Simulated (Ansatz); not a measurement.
# Li2FeGeS4: which shell does photoemission see at 21.2 and 60 eV? (LDA)

The valence band of Li2FeGeS4 mixes several shells. Work out by hand which one leads the spectrum's area at each photon energy.

Filled states come from the projected DOS of Ansatz 0.2.0 (LDA, plane waves); cross sections σ and asymmetry parameters β are those of free atoms in a Dirac–Hartree–Slater calculation. A shell's area is states × σ × angular factor, which is 1 − β·P₂(cos θ)/2 for unpolarised light, with θ = 45° from the beam and P₂ = 0.250.

**At 21.2 eV** (states counted from 11.2 eV below the zero; other shells add 2.1 to the products' sum of 45.5):

| shell | filled states a cell | cross section (Mb an electron) | β | angular factor | product | share by hand (%) | share in the simulated spectrum (%) |
| --- | --- | --- | --- | --- | --- | --- | --- |
| Ge 3d | 0.01 | 0 | 0.00 | 1.00 | 0 | 0 | 0 |
| Fe 3d | 13.06 | 0.892 | -0.18 | 1.02 | 11.9 | 26 | 26 |
| S 3p | 37.94 | 1.08 | 1.85 | 0.77 | 31.5 | 69 | 69 |

**At 60 eV** (states counted from 27.1 eV below the zero; other shells add 2.4 to the products' sum of 34):

```
shell  filled states a cell  cross section (Mb an electron)      β  angular factor  product  share by hand (%)  share in the simulated spectrum (%)
Ge 3d                 20.00                           0.459  -0.15            1.02     9.34                 27                                   28
Fe 3d                 13.23                             1.3   0.48            0.94     16.2                 48                                   47
 S 3p                 38.19                           0.182   1.01            0.87     6.09                 18                                   18
```

S 3p leads at 21.2 eV and Fe 3d at 60 eV. Between the two energies σ of S 3p changes by a factor 0.17 and that of Fe 3d by 1.5, so their ratio moves 8.6-fold in favour of the second. The simulated spectrum uses the same rule on the energy-resolved DOS, so the two share columns agree within a few points.

Only crystals where the two columns agree within 4 points and the lead is clear are worked in this form. Free-atom cross sections ignore the solid's final states, no escape depth or background enters, and the count of states a shell hangs on the projection.

[Logs are printed without paths, hosts, clocks, repeated set-up lines and the standing remarks that a program may print on its own settings, such as how far it seeks lower states.]
